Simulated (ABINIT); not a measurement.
# Quasiparticle gap of ZnSe (Stilleite) in ABINIT

How does a plane-wave GW calculation on ZnSe (Stilleite) run from the first input to the gap?

Program: ABINIT 10.8.3. Level of theory: PBE and many-body steps on it, plane waves. Results are calculated unless marked as measured.

**The experiments to reproduce.**

- Gap 2.695 ± 0.003 eV: excitonic gap from free-exciton PL, not corrected for exciton binding; photoluminescence; 300 K; bulk crystal (Bridgman-grown crystal, polished and etched) (“Alloy Disordering Effects on the Thermal Conductivity and Energy Gap Temperature Dependence of Cd1−xZnxSe Ternary Crystals Grown by the Bridgman Method”, 2023, pmc:10253836).

Most raw output is cut from this account.

## Step 1: Starting point

The structure is cubic, space group F-43m (No. 216). Conventional cell: a = 5.668 Å, b = 5.668 Å, c = 5.668 Å, α = 90.00°, β = 90.00°, γ = 90.00°. Nearest to Zn lie 4 Se at 2.45 Å. Nearest to Se lie 4 Zn at 2.45 Å. Farther neighbours and most contacts between anions are not listed.

The cell and positions come from the Crystallography Open Database and are kept as given unless a step says otherwise.

## Step 2: Ground state

This step: ABINIT 10.8.3; DFT, PBE, plane waves, norm-conserving pseudopotentials.

The ground-state density comes first.

Input file run.abi:

```
acell 3*1.0 Angstrom
rprim 
  -0.000000000000 2.833800000000 2.833800000000
  2.833800000000 0.000000000000 2.833800000000
  2.833800000000 2.833800000000 -0.000000000000
ntypat 2
znucl 30 34
natom 2
typat 1 2
xred 
  0.000000000000 0.000000000000 0.000000000000
  0.250000000000 0.250000000000 0.250000000000
pp_dirpath "pseudos"
pseudos "Zn.upf, Se.upf"
ecut 48
ngkpt 6 6 6
nshiftk 1
shiftk 0 0 0
kptopt 1
chksymbreak 0
nband 27
occopt 1
tolvrs 1e-10
nstep 60
prtwf 0
optforces 0
optstress 0
indata_prefix "in"
outdata_prefix "out"
tmpdata_prefix "tmp"
```

On the command line:

```bash
OMP_NUM_THREADS=1 mpirun -n 8 abinit run.abi > log
```

Wall time 17 s (8 MPI ranks of Intel Xeon Platinum 8488C (Sapphire Rapids), shared host); peak memory 0.73 GiB; 2.2 min of CPU time.

Numbers from this step:

```
total energy               : -14894.3203 eV
gap                        : 1.288 eV
k of the valence top       : 0, 0, 0
k of the conduction bottom : 0, 0, 0
least direct gap           : 1.288 eV
```

The gap is direct, at Γ.

## Step 3: Bands along the symmetry lines

Levels along a band path, at the cheap level, show where the edges lie and whether the meshes to come will hold them.

Input file run.abi:

```
acell 3*1.0 Angstrom
rprim 
  -0.000000000000 2.833800000000 2.833800000000
  2.833800000000 0.000000000000 2.833800000000
  2.833800000000 2.833800000000 -0.000000000000
ntypat 2
znucl 30 34
natom 2
typat 1 2
xred 
  0.000000000000 0.000000000000 0.000000000000
  0.250000000000 0.250000000000 0.250000000000
pp_dirpath "pseudos"
pseudos "Zn.upf, Se.upf"
ecut 48
iscf -2
irdden 1
kptopt 0
nkpt 50
kpt 
  0.00000000 0.00000000 0.00000000
  -0.06250000 -0.06250000 0.00000000
  -0.12500000 -0.12500000 0.00000000
  -0.18750000 -0.18750000 0.00000000
  -0.25000000 -0.25000000 0.00000000
  -0.31250000 -0.31250000 0.00000000
  -0.37500000 -0.37500000 0.00000000
  -0.43750000 -0.43750000 0.00000000
  -0.50000000 -0.50000000 0.00000000
  -0.48437500 -0.48437500 0.03125000
  -0.46875000 -0.46875000 0.06250000
  -0.45312500 -0.45312500 0.09375000
  -0.43750000 -0.43750000 0.12500000
  -0.42187500 -0.42187500 0.15625000
  -0.40625000 -0.40625000 0.18750000
  -0.39062500 -0.39062500 0.21875000
  -0.37500000 -0.37500000 0.25000000
  -0.37500000 0.00000000 0.37500000
  -0.32812500 0.00000000 0.32812500
  -0.28125000 0.00000000 0.28125000
  -0.23437500 0.00000000 0.23437500
  -0.18750000 0.00000000 0.18750000
  -0.14062500 0.00000000 0.14062500
  -0.09375000 0.00000000 0.09375000
  -0.04687500 0.00000000 0.04687500
  0.00000000 0.00000000 0.00000000
  0.00000000 0.00000000 0.06250000
  0.00000000 0.00000000 0.12500000
  0.00000000 0.00000000 0.18750000
  0.00000000 0.00000000 0.25000000
  0.00000000 0.00000000 0.31250000
  0.00000000 0.00000000 0.37500000
  0.00000000 0.00000000 0.43750000
  0.00000000 0.00000000 0.50000000
  -0.06250000 -0.03125000 0.46875000
  -0.12500000 -0.06250000 0.43750000
  -0.18750000 -0.09375000 0.40625000
  -0.25000000 -0.12500000 0.37500000
  -0.31250000 -0.15625000 0.34375000
  -0.37500000 -0.18750000 0.31250000
  -0.43750000 -0.21875000 0.28125000
  -0.50000000 -0.25000000 0.25000000
  -0.50000000 -0.28125000 0.21875000
  -0.50000000 -0.31250000 0.18750000
  -0.50000000 -0.34375000 0.15625000
  -0.50000000 -0.37500000 0.12500000
  -0.50000000 -0.40625000 0.09375000
  -0.50000000 -0.43750000 0.06250000
  -0.50000000 -0.46875000 0.03125000
  -0.50000000 -0.50000000 0.00000000
istwfk *1
nband 29
nbdbuf 2
tolwfr 1e-08
nstep 40
prtwf 0
prtvol 0
indata_prefix "in"
outdata_prefix "out"
tmpdata_prefix "tmp"
```

The job ended after 20 s (8 MPI ranks; peak memory 0.69 GiB; 2.6 min of CPU time).

Numbers from this step:

```yaml
gap: 1.288 eV
k_of_the_valence_top: 0, 0, 0
k_of_the_conduction_bottom: 0, 0, 0
least_direct_gap: 1.288 eV
```

The gap is 1.288 eV, as in the run before at this level.

Electronic bands along the path, in eV, zero at the top of the highest filled band:

```csv
point,band 19,band 20,band 21,band 22,band 23,band 24,band 25,band 26
Γ,-6.17,0.00,0.00,0.00,1.29,5.81,5.81,5.81
halfway,-6.15,-2.88,-1.25,-1.25,3.93,4.03,8.04,8.04
X,-5.99,-4.75,-2.18,-2.18,2.99,3.47,10.73,11.26
halfway,-5.96,-4.74,-2.56,-2.08,3.26,4.06,9.97,10.51
U,-5.91,-4.71,-3.08,-1.79,3.59,5.60,9.05,9.28
jump to K,-5.91,-4.71,-3.08,-1.79,3.59,5.60,9.05,9.28
halfway,-6.15,-3.33,-1.74,-0.49,3.79,5.97,6.67,6.69
Γ,-6.17,0.00,0.00,0.00,1.29,5.81,5.81,5.81
halfway,-6.17,-3.04,-0.48,-0.48,2.75,6.45,6.45,6.57
L,-6.01,-5.22,-0.87,-0.87,2.55,6.39,6.39,8.57
halfway,-5.96,-4.89,-2.41,-1.46,4.23,5.55,7.42,8.68
W,-5.87,-4.68,-2.76,-2.66,5.49,5.56,6.97,7.72
halfway,-5.93,-4.72,-2.48,-2.43,3.88,4.29,9.22,9.31
X,-5.99,-4.75,-2.18,-2.18,2.99,3.47,10.73,11.26
```

## Step 4: Empty states on the mesh, 4×4×4 mesh, 149 bands

The sums over transitions need many empty states on a uniform mesh; this step solves for them.

Input file run.abi:

```
acell 3*1.0 Angstrom
rprim 
  -0.000000000000 2.833800000000 2.833800000000
  2.833800000000 0.000000000000 2.833800000000
  2.833800000000 2.833800000000 -0.000000000000
ntypat 2
znucl 30 34
natom 2
typat 1 2
xred 
  0.000000000000 0.000000000000 0.000000000000
  0.250000000000 0.250000000000 0.250000000000
pp_dirpath "pseudos"
pseudos "Zn.upf, Se.upf"
ecut 48
ngkpt 4 4 4
nshiftk 1
shiftk 0 0 0
kptopt 1
chksymbreak 0
irdden 1
istwfk *1
nband 149
prtvol 0
optdriver 6
gwr_task "HDIAGO"
paral_kgb 0
occopt 1
indata_prefix "in"
outdata_prefix "out"
tmpdata_prefix "tmp"
```

Run time: 96 s. Hardware: 8 MPI ranks; peak memory 11 GiB; 13 min of CPU time.

This step gave:

| Quantity | Value |
| --- | --- |
| gap | 1.289 eV |
| k of the valence top | 0, 0, 0 |
| k of the conduction bottom | 0, 0, 0 |
| least direct gap | 1.289 eV |
| k points computed | 8 |
| lowest point of the top converged band, above the valence top | 98.7492 eV |

On this mesh the gap is 1.289 eV.

## Step 5: Screening, 4×4×4 mesh, 141 bands, screening to 163.3 eV

The RPA dielectric matrix is built and inverted for each q.

This step: RPA screening on PBE, plane waves, norm-conserving pseudopotentials.

Changes to run.abi since step 4:

```diff
@@ -20,10 +20,11 @@
 chksymbreak 0
-irdden 1
 istwfk *1
-nband 149
-prtvol 0
-optdriver 6
-gwr_task "HDIAGO"
-paral_kgb 0
 occopt 1
+irdwfk 1
+optdriver 3
+nband 141
+ecuteps 6
+inclvkb 2
+awtr 1
+symchi 1
 indata_prefix "in"
```

The job ended after 45 s (8 MPI ranks; peak memory 2.1 GiB).

This step gave:

| Property | Result |
| --- | --- |
| ε∞ with local fields, on this mesh, along the program's q direction | 13.53 |
| the same without local fields | 14.48 |
| plasma frequency | 36.51 eV |
| plane waves in the screening matrix | 181 |

Local fields lower ε∞ by 7 %. On a Γ-centred mesh this coarse the value itself is usually too large, while a short band sum pulls it down.

## Step 6: Self-energy, 4×4×4 mesh, 141 bands, screening to 163.3 eV

The self-energy is evaluated for the states that the input lists, and the levels follow from it, in one-shot runs by the linearised quasiparticle equation.

This step: G0W0 on PBE, plane waves, norm-conserving pseudopotentials.

Changes to run.abi since step 5:

```diff
@@ -23,8 +23,15 @@
 irdwfk 1
-optdriver 3
+optdriver 4
 nband 141
+gwcalctyp 0
+ecutsigx 48
+symsigma 1
+nkptgw 1
+kptgw 
+  0.0000000000 0.0000000000 0.0000000000
+bdgw 
+  20 26
 ecuteps 6
-inclvkb 2
-awtr 1
-symchi 1
+irdscr 1
+ppmodel 1
 indata_prefix "in"
```

Elapsed: 5.5 s, on 8 MPI ranks; peak memory 1.3 GiB.

This step gave:

| Item | Value |
| --- | --- |
| G0W0 gap on the points computed | 2.009 eV |
| starting gap on the mesh | 1.289 eV |
| k of the valence top | 0, 0, 0 |
| k of the conduction bottom | 0, 0, 0 |
| Z at the valence top | 0.801 |
| Z at the conduction bottom | 0.818 |
| least direct G0W0 gap on the computed points | 2.009 eV |

The gap on the mesh goes from 1.29 eV to 2.01 eV, a correction of +0.72 eV.

Limits: finite bands, cutoff and mesh; no spin-orbit coupling; coarse k mesh. v1 is the top filled band, c1 the lowest empty one. The levels before and after the correction (eV, zero at the valence-band top of each column):

```csv
,conduction bottom,valence top
Kohn-Sham,1.29,0.00
G0W0,2.01,0.00
```

```csv
,level,energy (eV)
Kohn-Sham,Γ v3-v1,0.000
Kohn-Sham,Γ c1,1.289
Kohn-Sham,Γ c2-c4,5.814
G0W0,Γ v3-v1,0.000
G0W0,Γ c1,2.009
G0W0,Γ c2-c4,6.719
```

## Step 7: Where the time went

Times are wall times on 8 MPI ranks of Intel Xeon Platinum 8488C (Sapphire Rapids), shared host, good to a factor of about two.

```csv
step,time,share,memory (GiB)
ground state,17 s,9 %,0.73
bands along the symmetry lines,20 s,11 %,0.69
empty states on the mesh,96 s,52 %,11
screening,45 s,25 %,2.1
self-energy,5.5 s,3 %,1.3
```

## Step 8: Summary of results

* PBE gap: 1.29 eV, direct
* G0W0 gap on the mesh: 2.01 eV
* GW settings: 4×4×4 mesh, 141 bands, screening to 163.3 eV, Godby-Needs plasmon pole
* known limits: not at the basis limit; no spin-orbit coupling; coarse k mesh

What this shows: G0W0 moves the gap on the mesh from 1.29 eV to 2.01 eV (+0.72 eV), with Z of 0.80 and 0.82 at the edges. Local fields lower the RPA ε∞ on this mesh from 14.48 to 13.53; a Γ-centred mesh this coarse tends to raise both, most where the direct gap is narrow, while a short band sum lowers them. Only 1 of the mesh's irreducible points was corrected, so a valley elsewhere could overtake. The dearest step here is «empty states on the mesh». Against experiment, by G0W0@PBE: the direct gap of 2.01 eV lies −0.69 eV from the measured 2.695 ± 0.003 eV (exciton, 300 K, 2023). An exciton line or allowed optical edge lies below the quasiparticle gap by the binding energy; a forbidden edge can push the onset above it. The calculation has static nuclei and no excitons; a measured gap holds zero-point and thermal motion, which mostly lowers it. Against the values above the computed gap that would widen the miss. A likelier cause is too strong a screening: the start's gap is only 1.29 eV, the mesh is coarse, and one shot does not repair that. Bands and cutoff are finite, so the gap is not at the basis limit. The miss can reach some tenths of an eV and take either sign; the mesh is an error of its own. In the G0W0 run levels were corrected at 1 k point alone, so a gap called «on the mesh» is the least over those, and an edge elsewhere would be missed. The 4×4×4 mesh is coarse for this cell, which bears on the long-range parts of exchange and screening. The many-body steps are scalar-relativistic: spin-orbit coupling is not in them.

[Paths, hosts, dates, memory and timing lines, banners, echoed tables and standing remarks are left out of the program output.]

[Logs are printed without paths, hosts, clocks, repeated set-up lines and the standing remarks that a program may print on its own settings, such as how far it seeks lower states.]

[Runs of the session that timed out or met a known fault of the program may be left out.]

[No measured gap is set beside runs whose start may be inverted or whose files or cutoffs have a known fault.]

[Hosts, paths, dates, database ids (printed as entryN), source tags and the programs' standing remarks are cut or masked in the printed files.]

[G0W0 gaps are taken among the corrected bands and points alone; a level outside them can change the order at an edge.]

[Where Ansatz stands beside ABINIT at settings called matched, ABINIT's density can come from a denser mesh and the files from another edition; pairs whose starting gaps differed by over 0.03 eV were left out, so agreement reads better than it is.]
